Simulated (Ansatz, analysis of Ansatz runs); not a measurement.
# Local vibrational mode of the B-H pair in alpha-quartz (PBE)

How near does this set-up come to the measured local vibrational mode? Subject: B-H pair in alpha-quartz. Set-up: PBE, 72-site cell, PBE lattice, 420 eV, k: the single point 1/4 1/4 1/4, anharmonic cut along the mode. The model is a cell of 72 host atoms with B put on another atom's site and H put in between. The frequencies come from force constants among the defect atom and its neighbours, with the masses of the isotopes named.

Measured beforehand: O-H stretch, 1H: 3595 cm⁻¹ at 300 K, by diffuse reflectance FTIR with peak fitting (“Structural evolution of water and hydroxyl groups during thermal, mechanical and chemical treatment of high purity natural quartz”, 2020, pmc:9055915).

Calculated with Ansatz 0.2.0; plane-wave PAW DFT, PBE; relaxation of all atoms of a defect supercell.

### 1. The starting structure

The cell holds 73 atoms: 23 Si, 48 O, 1 B and 1 H. Cell: a = 10.037 Å, b = 10.037 Å, c = 11.018 Å, α = 90.0°, β = 90.0°, γ = 120.0°. It derives from SiO2 (space group P3_221). Nearest the centre at fractional (0.249, 0.230, 0.471): H73 at 0.44 Å, B12 at 0.88 Å, O4 at 1.45 Å, O9 at 1.78 Å, O15 at 1.82 Å, O16 at 1.84 Å, Si1 at 2.71 Å, Si19 at 3.16 Å.

The host's primitive cell comes from a first run (plane-wave PAW DFT, PBE; relaxation of the host's cell and atoms): vectors of 5.018, 5.018 and 5.509 Å. That is 13.35 Å³ an atom, 6.1 % over the diffraction cell's volume. The supercell is built on it.

### 2. Relaxation, charge 0

Every later number rests on the structure around the defect, so the atoms are relaxed at the host's lattice first.

relax/input.yaml

```yaml
relax:
  f_tol: 0.01
  max_steps: 80
  random_displacement: { amplitude: 0.02, seed: 271 }
crystal:
  lattice:
    - [10.03667686, 0.0, 0.0]
    - [-5.01833843, 8.69201713, 0.0]
    - [0.0, 0.0, 11.01794812]
  atoms:
    - { symbol: Si, position: [0.238184542, 0.0, 0.333333333] }
    - { symbol: Si, position: [0.0, 0.238184542, 0.166666667] }
    - { symbol: Si, position: [0.261815458, 0.261815458, 0.0] }
    - { symbol: O, position: [0.198334713, 0.108110665, 0.380823114] }
    - { symbol: O, position: [0.371939995, 0.079143434, 0.230475275] }
    - { symbol: O, position: [0.420856566, 0.292796561, 0.063808608] }
    - { symbol: O, position: [0.128060005, 0.207203439, 0.102858058] }
    - { symbol: O, position: [0.079143434, 0.371939995, 0.269524725] }
    - { symbol: O, position: [0.292796561, 0.420856566, 0.436191392] }
    - { symbol: Si, position: [0.238184542, 0.0, 0.833333333] }
    - { symbol: Si, position: [0.0, 0.238184542, 0.666666667] }
    - { symbol: B, position: [0.277776022, 0.297721968, 0.52937026] }
    - { symbol: O, position: [0.207203439, 0.128060005, 0.897141942] }
    - { symbol: O, position: [0.371939995, 0.079143434, 0.730475275] }
    - { symbol: O, position: [0.420856566, 0.292796561, 0.563808608] }
    - { symbol: O, position: [0.128060005, 0.207203439, 0.602858058] }
    - { symbol: O, position: [0.079143434, 0.371939995, 0.769524725] }
    - { symbol: O, position: [0.292796561, 0.420856566, 0.936191392] }
    - { symbol: Si, position: [0.238184542, 0.5, 0.333333333] }
    - { symbol: Si, position: [0.0, 0.738184542, 0.166666667] }
    - { symbol: Si, position: [0.261815458, 0.761815458, 0.0] }
    - { symbol: O, position: [0.207203439, 0.628060005, 0.397141942] }
    - { symbol: O, position: [0.371939995, 0.579143434, 0.230475275] }
    - { symbol: O, position: [0.420856566, 0.792796561, 0.063808608] }
    - { symbol: O, position: [0.128060005, 0.707203439, 0.102858058] }
    - { symbol: O, position: [0.079143434, 0.871939995, 0.269524725] }
    - { symbol: O, position: [0.292796561, 0.920856566, 0.436191392] }
    - { symbol: Si, position: [0.238184542, 0.5, 0.833333333] }
    - { symbol: Si, position: [0.0, 0.738184542, 0.666666667] }
    - { symbol: Si, position: [0.261815458, 0.761815458, 0.5] }
    - { symbol: O, position: [0.207203439, 0.628060005, 0.897141942] }
    - { symbol: O, position: [0.371939995, 0.579143434, 0.730475275] }
    - { symbol: O, position: [0.420856566, 0.792796561, 0.563808608] }
    - { symbol: O, position: [0.128060005, 0.707203439, 0.602858058] }
    - { symbol: O, position: [0.079143434, 0.871939995, 0.769524725] }
    - { symbol: O, position: [0.292796561, 0.920856566, 0.936191392] }
    - { symbol: Si, position: [0.738184542, 0.0, 0.333333333] }
    - { symbol: Si, position: [0.5, 0.238184542, 0.166666667] }
    - { symbol: Si, position: [0.761815458, 0.261815458, 0.0] }
    - { symbol: O, position: [0.707203439, 0.128060005, 0.397141942] }
    - { symbol: O, position: [0.871939995, 0.079143434, 0.230475275] }
    - { symbol: O, position: [0.920856566, 0.292796561, 0.063808608] }
    - { symbol: O, position: [0.628060005, 0.207203439, 0.102858058] }
    - { symbol: O, position: [0.579143434, 0.371939995, 0.269524725] }
    - { symbol: O, position: [0.792796561, 0.420856566, 0.436191392] }
    - { symbol: Si, position: [0.738184542, 0.0, 0.833333333] }
    - { symbol: Si, position: [0.5, 0.238184542, 0.666666667] }
    - { symbol: Si, position: [0.761815458, 0.261815458, 0.5] }
    - { symbol: O, position: [0.707203439, 0.128060005, 0.897141942] }
    - { symbol: O, position: [0.871939995, 0.079143434, 0.730475275] }
    - { symbol: O, position: [0.920856566, 0.292796561, 0.563808608] }
    - { symbol: O, position: [0.628060005, 0.207203439, 0.602858058] }
    - { symbol: O, position: [0.579143434, 0.371939995, 0.769524725] }
    - { symbol: O, position: [0.792796561, 0.420856566, 0.936191392] }
    - { symbol: Si, position: [0.738184542, 0.5, 0.333333333] }
    - { symbol: Si, position: [0.5, 0.738184542, 0.166666667] }
    - { symbol: Si, position: [0.761815458, 0.761815458, 0.0] }
    - { symbol: O, position: [0.707203439, 0.628060005, 0.397141942] }
    - { symbol: O, position: [0.871939995, 0.579143434, 0.230475275] }
    - { symbol: O, position: [0.920856566, 0.792796561, 0.063808608] }
    - { symbol: O, position: [0.628060005, 0.707203439, 0.102858058] }
    - { symbol: O, position: [0.579143434, 0.871939995, 0.269524725] }
    - { symbol: O, position: [0.792796561, 0.920856566, 0.436191392] }
    - { symbol: Si, position: [0.738184542, 0.5, 0.833333333] }
    - { symbol: Si, position: [0.5, 0.738184542, 0.666666667] }
    - { symbol: Si, position: [0.761815458, 0.761815458, 0.5] }
    - { symbol: O, position: [0.707203439, 0.628060005, 0.897141942] }
    - { symbol: O, position: [0.871939995, 0.579143434, 0.730475275] }
    - { symbol: O, position: [0.920856566, 0.792796561, 0.563808608] }
    - { symbol: O, position: [0.628060005, 0.707203439, 0.602858058] }
    - { symbol: O, position: [0.579143434, 0.871939995, 0.769524725] }
    - { symbol: O, position: [0.792796561, 0.920856566, 0.936191392] }
    - { symbol: H, position: [0.233551, 0.194057, 0.441983] }
basis:
  ecutwfc: 420
  xc_grid: 2
hamiltonian:
  xc: pbe
kpoints:
  mp_grid: { grid: [1, 1, 1], shift: [0.25, 0.25, 0.25] }
scf:
  occupations: { method: fermi_dirac, width: 0.01 }
  max_iter: 120
output:
  forces: true
checkpoint:
  write: "../relax.run"
  compress: false
  write_wavefunctions: true
  write_every: 100000
```

On the command line:

```sh
$ ansatz run input.yaml --threads 2 --pin off --max-ram 3768MiB --backend cpu --events-out ev --progress --plain --runs-dir out
```

Numbers of over 12 decimals in the logs are rounded to 6 here.

What it wrote:

```text
[... repeated set-up lines and file paths are left out, and long positions are rounded to six places ...]
Engine: ansatz 0.2.0, aarch64-unknown-linux-gnu
Pseudopotentials: kind: paw
Pseudopotential: Si, paw, valence charge 4, recommended cutoff 420 eV (normal), Si.paw.azcp
Pseudopotential: O, paw, valence charge 6, recommended cutoff 420 eV (normal), O.paw.azcp
Pseudopotential: B, paw, valence charge 3, recommended cutoff 420 eV (normal), B.paw.azcp
Pseudopotential: H, paw, valence charge 1, recommended cutoff 420 eV (normal), H.paw.azcp
Functional definition: PBE
  parameter kappa = 0.804
  parameter beta = 0.066725
  exchange = pbe_x(kappa = kappa, mu = beta*pi^2/3)
  correlation = pbe_c(beta = beta)
Crystal: 73 atoms, lattice volume = 961.194 Å³
Basis set: ecut = 420 eV, 18781 PW (Γ), exchange–correlation on 144×144×150 points (8 copies of the dense FFT grid, shifted against one another)
Bands: 265, of which v1, the nominal top of the filled ones, is band 192 counted from 1 (191 counted from 0)
Symmetry: 1 space group operations
k-points: 1
Non-local potential: Si, projectors of the file, l = 0: 2, l = 1: 2, l = 2: 2
Non-local potential: O, projectors of the file, l = 0: 2, l = 1: 2, l = 2: 1
Non-local potential: B, projectors of the file, l = 0: 2, l = 1: 2, l = 2: 1
Non-local potential: H, projectors of the file, l = 0: 2, l = 1: 1
PAW form: soft (Blöchl's): semilocal exchange-correlation on the pseudo side does not see the compensation charge
PAW one-centre angular grid: Si, 110 points (default); XC on 64 Gauss nodes
PAW one-centre angular grid: O, 110 points (default); XC on 64 Gauss nodes
PAW one-centre angular grid: B, 110 points (default); XC on 64 Gauss nodes
PAW one-centre angular grid: H, 110 points (default); XC on 64 Gauss nodes
Initial density: superposition of atomic densities (neutral atoms: chi_scale 0, normalization atom), corrected by the library's trained network
Initial wavefunctions: pseudopotential atomic-orbital guess
Functional: x = pbe(κ = 0.804, μ = 0.219515), c = pbe(β = 0.066725)
SCF iter   1: F=—  HF=-42108.053580 eV  |F-HF|=—  |Δ(HF+E_count)|=         —  Δρ=3.59e-3  dr2=1.80e-1  ethr=1.77e-3  ⟨swp⟩=6.0  Hψ=1084  notcnv=0  defer=64
preconditioner: auto → Resta (q_TF=auto, 2.341 Å⁻¹)  ε∞=3.0  [insulator: Δε(μ)=4.290 eV  Ē_g=16.609 eV  σ=0.010 eV  W_gap=1.00  n_scr=212 (ndim 8)  ℏωp=23.5 eV  f_vac=0.150  D(μ)=0.00/eV (n_scr^D=0)  ε∞_Penn≈3.0]
SCF iter   2: F=—  HF=-42108.041415 eV  |F-HF|=—  |Δ(HF+E_count)|=   1.22e-2  Δρ=1.81e-3  dr2=4.12e-2  ethr=4.70e-5  ⟨swp⟩=3.0  Hψ=506  notcnv=0  defer=68
SCF iter   3: F=—  HF=-42108.032631 eV  |F-HF|=—  |Δ(HF+E_count)|=   8.78e-3  Δρ=7.99e-4  dr2=1.07e-2  ethr=1.07e-5  ⟨swp⟩=3.0  Hψ=395  notcnv=0  defer=68
SCF iter   4: F=—  HF=-42108.029446 eV  |F-HF|=—  |Δ(HF+E_count)|=   3.18e-3  Δρ=2.93e-4  dr2=9.33e-4  ethr=2.79e-6  ⟨swp⟩=2.0  Hψ=394  notcnv=0  defer=68
SCF iter   5: F=—  HF=-42108.028207 eV  |F-HF|=—  |Δ(HF+E_count)|=   1.24e-3  Δρ=1.63e-4  dr2=2.14e-4  ethr=2.43e-7  ⟨swp⟩=2.0  Hψ=458  notcnv=0  defer=68
SCF iter   6: F=—  HF=-42108.028187 eV  |F-HF|=—  |Δ(HF+E_count)|=   1.94e-5  Δρ=5.11e-5  dr2=2.18e-5  ethr=5.58e-8  ⟨swp⟩=2.0  Hψ=390  notcnv=0  defer=68
SCF iter   7: F=—  HF=-42108.028194 eV  |F-HF|=—  |Δ(HF+E_count)|=   6.26e-6  Δρ=1.71e-5  dr2=2.71e-6  ethr=5.67e-9  ⟨swp⟩=2.0  Hψ=389  notcnv=0  defer=68
SCF iter   8: F=-42108.028195 eV  HF=-42108.028195 eV  |F-HF|=1.39e-7  |Δ(HF+E_count)|=   1.33e-6  Δρ=8.98e-6  dr2=6.41e-7  ethr=6.51e-10  ⟨swp⟩=4.0  Hψ=791  notcnv=0
SCF 1 converged in 8 iterations: F = -42108.028195 eV  dr2 = 6.41e-7
  greatest PAW one-centre occupation: 0.876 electrons in one spin orbital (limit 2), on the O atom at site 3 (counted from 0), in its partial waves of l = 0
relax step   1: F+E_penalty+E_count = -42108.02819474 eV  Δ(F+E_penalty+E_count) = +0.000e0 eV  max|allowed force component| = 6.847e0 eV/Å  Δτ_max = 0.0000 Å  (8 SCF iters, dr2 threshold 2.50e-6 eV, accepted)
[... the SCF cycles and remarks between the steps are left out from here to the last step ...]
relax step   2: F+E_penalty+E_count = -42110.46456120 eV  Δ(F+E_penalty+E_count) = -2.436e0 eV  max|allowed force component| = 3.364e0 eV/Å  Δτ_max = 0.1873 Å  (6 SCF iters, dr2 threshold 1.00e-4 eV, accepted)
relax step   3: F+E_penalty+E_count = -42111.45513824 eV  Δ(F+E_penalty+E_count) = -9.906e-1 eV  max|allowed force component| = 1.683e0 eV/Å  Δτ_max = 0.1915 Å  (6 SCF iters, dr2 threshold 1.00e-4 eV, accepted)
relax step   4: F+E_penalty+E_count = -42111.73953407 eV  Δ(F+E_penalty+E_count) = -2.844e-1 eV  max|allowed force component| = 5.236e-1 eV/Å  Δτ_max = 0.2000 Å  (5 SCF iters, dr2 threshold 1.00e-4 eV, accepted)
relax step   5: F+E_penalty+E_count = -42111.80168085 eV  Δ(F+E_penalty+E_count) = -6.215e-2 eV  max|allowed force component| = 2.724e-1 eV/Å  Δτ_max = 0.1236 Å  (5 SCF iters, dr2 threshold 2.65e-5 eV, accepted)
relax step   6: F+E_penalty+E_count = -42111.86779991 eV  Δ(F+E_penalty+E_count) = -6.612e-2 eV  max|allowed force component| = 5.973e-1 eV/Å  Δτ_max = 0.1951 Å  (6 SCF iters, dr2 threshold 7.18e-6 eV, accepted)
relax step   7: F+E_penalty+E_count = -42111.93095479 eV  Δ(F+E_penalty+E_count) = -6.315e-2 eV  max|allowed force component| = 4.998e-1 eV/Å  Δτ_max = 0.2000 Å  (5 SCF iters, dr2 threshold 9.65e-5 eV, accepted)
relax step   8: F+E_penalty+E_count = -42111.98857143 eV  Δ(F+E_penalty+E_count) = -5.762e-2 eV  max|allowed force component| = 8.602e-1 eV/Å  Δτ_max = 0.1948 Å  (5 SCF iters, dr2 threshold 1.00e-4 eV, accepted)
relax step   9: F+E_penalty+E_count = -42112.04676812 eV  Δ(F+E_penalty+E_count) = -5.820e-2 eV  max|allowed force component| = 2.919e-1 eV/Å  Δτ_max = 0.2000 Å  (6 SCF iters, dr2 threshold 1.00e-4 eV, accepted)
relax step  10: F+E_penalty+E_count = -42112.07755619 eV  Δ(F+E_penalty+E_count) = -3.079e-2 eV  max|allowed force component| = 2.700e-1 eV/Å  Δτ_max = 0.1568 Å  (7 SCF iters, dr2 threshold 9.81e-6 eV, accepted)
relax step  11: F+E_penalty+E_count = -42112.08066048 eV  Δ(F+E_penalty+E_count) = -3.104e-3 eV  max|allowed force component| = 1.709e-1 eV/Å  Δτ_max = 0.0317 Å  (4 SCF iters, dr2 threshold 8.39e-6 eV, accepted)
relax step  12: F+E_penalty+E_count = -42112.07819196 eV  Δ(F+E_penalty+E_count) = +2.469e-3 eV  max|allowed force component| = 1.606e-1 eV/Å  Δτ_max = 0.1144 Å  (5 SCF iters, dr2 threshold 1.17e-5 eV, rejected (line search))
relax step  13: F+E_penalty+E_count = -42112.08396077 eV  Δ(F+E_penalty+E_count) = -3.300e-3 eV  max|allowed force component| = 8.389e-2 eV/Å  Δτ_max = 0.0572 Å  (8 SCF iters, accepted)
relax step  14: F+E_penalty+E_count = -42112.08429483 eV  Δ(F+E_penalty+E_count) = -3.341e-4 eV  max|allowed force component| = 2.456e-2 eV/Å  Δτ_max = 0.0116 Å  (5 SCF iters, dr2 threshold 1.69e-6 eV, accepted)
relax step  15: F+E_penalty+E_count = -42112.08438012 eV  Δ(F+E_penalty+E_count) = -8.529e-5 eV  max|allowed force component| = 1.218e-2 eV/Å  Δτ_max = 0.0081 Å  (6 SCF iters, accepted)
SCF iter   1: F=—  HF=-42112.085375 eV  |F-HF|=—  |Δ(HF+E_count)|=         —  Δρ=2.06e-4  dr2=1.84e-4  ethr=5.70e-7  ⟨swp⟩=5.0  Hψ=631  notcnv=0  defer=66
SCF iter   2: F=—  HF=-42112.085335 eV  |F-HF|=—  |Δ(HF+E_count)|=   4.00e-5  Δρ=1.12e-4  dr2=5.57e-5  ethr=4.80e-8  ⟨swp⟩=2.0  Hψ=342  notcnv=0  defer=66
SCF iter   3: F=—  HF=-42112.084404 eV  |F-HF|=—  |Δ(HF+E_count)|=   9.31e-4  Δρ=2.58e-5  dr2=3.96e-6  ethr=1.45e-8  ⟨swp⟩=2.0  Hψ=368  notcnv=0  defer=66
SCF iter   4: F=—  HF=-42112.084403 eV  |F-HF|=—  |Δ(HF+E_count)|=   9.19e-7  Δρ=9.14e-6  dr2=4.03e-7  ethr=1.03e-9  ⟨swp⟩=2.0  Hψ=391  notcnv=0  defer=66
SCF iter   5: F=-42112.084403 eV  HF=-42112.084403 eV  |F-HF|=1.64e-8  |Δ(HF+E_count)|=   1.01e-7  Δρ=2.99e-6  dr2=6.02e-8  ethr=2.60e-11  ⟨swp⟩=5.0  Hψ=917  notcnv=0
SCF 16 converged in 5 iterations: F = -42112.084403 eV  dr2 = 6.02e-8
relax step  16: F+E_penalty+E_count = -42112.08440273 eV  Δ(F+E_penalty+E_count) = -2.261e-5 eV  max|allowed force component| = 1.551e-3 eV/Å  Δτ_max = 0.0055 Å  (5 SCF iters, accepted)
NSCF: frozen V_eff on 1 k-points
the band table was solved once a step of the walk had ended and its energy, with any forces and stress, was formed, with the checks that follow a solve (1234 applications of the Hamiltonian). They found nothing against the state; [...]
SCF converged after 5 iterations
Free energy (F): -42112.084403 eV
Harris-Foulkes:  -42112.084403 eV  (|F-HF|=1.64e-8)
Internal energy: -42112.084403 eV  (E = F + TS)
E sigma→0 (E₀):  -42112.084403 eV
Fermi energy:    5.166565 eV
--- Per-component energies (eV) ---
  E_band       = -1862.875737
  E_kinetic    = 9644.871353
  E_local      = -24553.302689  (includes V_loc(G=0)·N_el)
  E_nonlocal   = 2864.994295
  E_hartree    = 8846.341446
  E_xc         = -4876.271885
  E_vxc        = -5677.581862  (∫ρ·V_xc dr)
  E_paw        = -19512.102811  (= ΣΔE_a)
  E_vpaw       = -1834.662931  (= ΣTr[D̂ρ^β])
  E_aug_tail   = 0.123230  (compensation charges beyond the density's cutoff)
  E_ewald      = -14526.737342
  E_smearing   = -0.000000  (= −TS)
  E_closure    = -0.000000  (closes the sum)
  Σ components = -42112.084403   (vs F -42112.084403, Δ=0.00e0)
--- Forces (eV/Å), atoms counted from 1 ---
  atom   1  Si     0.00032276    -0.00016754     0.00015366
  atom   2  Si     0.00045745    -0.00058180     0.00048379
  [... 1 atom left out ...]
  atom   4  O     -0.00130605    -0.00057661     0.00039027
  [... 4 atoms left out ...]
  atom   9  O      0.00083777     0.00085359    -0.00073082
  [... 1 atom left out ...]
  atom  11  Si    -0.00035365    -0.00041381     0.00009399
  atom  12  B      0.00053704     0.00135505     0.00139684
  [... 2 atoms left out ...]
  atom  15  O      0.00130960    -0.00066416    -0.00138850
  atom  16  O      0.00002004    -0.00115643    -0.00100781
  [... 2 atoms left out ...]
  atom  19  Si    -0.00086623     0.00061959     0.00016751
  [... 27 atoms left out ...]
  atom  47  Si    -0.00007534     0.00029474     0.00031874
  [... 25 atoms left out ...]
  atom  73  H      0.00076235     0.00126789    -0.00010888
  max |Σ_I F_I| component: 1.12e-4 eV/Å
--- Band table (eV) ---
  k-point 0: bands = ["-17.1809", "-17.0452", "-17.0158", "-16.9801", [... 257 left out ...] "13.6621", "13.7573", "13.7699", "13.8275"]
--- Relaxed structure (16 steps of the walk, 15 accepted, 0 SCFs on fresh bases) ---
  F+E_penalty+E_count = -42112.08440273 eV   max|allowed force component| = 1.551e-3 eV/Å
  atoms:
    - { symbol: Si, position: [0.238271, -0.012480, 0.324929] }
    - { symbol: Si, position: [0.001435, 0.240144, 0.171352] }
    [... 1 atom left out ...]
    - { symbol: O, position: [0.204514, 0.121014, 0.374643] }
    [... 4 atoms left out ...]
    - { symbol: O, position: [0.298939, 0.417937, 0.445670] }
    [... 1 atom left out ...]
    - { symbol: Si, position: [0.002840, 0.247878, 0.670547] }
    - { symbol: B, position: [0.279701, 0.320780, 0.542172] }
    [... 2 atoms left out ...]
    - { symbol: O, position: [0.406506, 0.310228, 0.574699] }
    - { symbol: O, position: [0.143568, 0.240287, 0.604288] }
    [... 2 atoms left out ...]
    - { symbol: Si, position: [0.239552, 0.495540, 0.344275] }
    [... 27 atoms left out ...]
    - { symbol: Si, position: [0.486525, 0.243437, 0.666787] }
    [... 25 atoms left out ...]
    - { symbol: H, position: [0.282711, 0.224653, 0.352257] }
```

It took 10 min on 2 threads of Arm Neoverse N1, shared host; peak memory 1.6 GiB; 20 min of CPU time.

Relaxation path:

| step | energy less that of the first step (eV) | largest force component (eV/Å) |
| --- | --- | --- |
| 1 | 0.0000 | 6.8474 |
| 2 | -2.4364 | 3.3637 |
| 3 | -3.4269 | 1.6832 |
| 4 | -3.7113 | 0.5236 |
| 5 | -3.7735 | 0.2724 |
| 6 | -3.8396 | 0.5973 |
| 7 | -3.9028 | 0.4998 |
| 8 | -3.9604 | 0.8602 |
| 9 | -4.0186 | 0.2919 |
| 10 | -4.0494 | 0.2700 |
| 11 | -4.0525 | 0.1709 |
| 12 | -4.0500 | 0.1606 |
| 13 | -4.0558 | 0.0839 |
| 14 | -4.0561 | 0.0246 |
| 15 | -4.0562 | 0.0122 |
| 16 | -4.0562 | 0.0016 |

Relaxation step 12 was tried and not accepted.

The atoms that moved most (Å, from the sites as typed, ahead of the random displacement):

| atom | dx | dy | dz | length |
| --- | --- | --- | --- | --- |
| H73 | 0.341 | 0.266 | -0.990 | 1.080 |
| O15 | -0.230 | 0.152 | 0.119 | 0.300 |
| O16 | -0.009 | 0.288 | 0.015 | 0.289 |
| B12 | -0.095 | 0.201 | 0.140 | 0.263 |
| O52 | -0.224 | 0.034 | -0.115 | 0.254 |
| O26 | 0.090 | -0.188 | 0.016 | 0.209 |
| O5 | 0.089 | -0.145 | -0.108 | 0.201 |
| O51 | -0.142 | -0.011 | 0.139 | 0.199 |

Neighbours of the ideal centre at the end:

| atom | distance (Å) |
| --- | --- |
| B12 | 1.125 |
| H73 | 1.357 |
| O4 | 1.424 |
| O9 | 1.720 |
| O15 | 1.781 |
| O16 | 1.846 |
| Si1 | 2.870 |
| Si19 | 3.057 |

Neighbours of the added atoms: H73: O4 0.97, O9 2.13, Si1 2.21 Å.

Read from the output:

```
free energy : -42112.0844 eV
```

The relaxation ends 56 meV an atom lower than the displaced start, with a largest force component of 0.0016 eV/Å.

(Continued in part 2 of 2.)

[Logs are printed without paths, hosts, clocks, repeated set-up lines and the standing remarks that a program may print on its own settings, such as how far it seeks lower states.]

[Hosts, paths, dates, database ids (printed as entryN), source tags and the programs' standing remarks are cut or masked in the printed files.]

[For some hosts the program warned that the k-mesh of the response run may be too coarse for force constants and the static dielectric constant; such warnings are not shown here.]
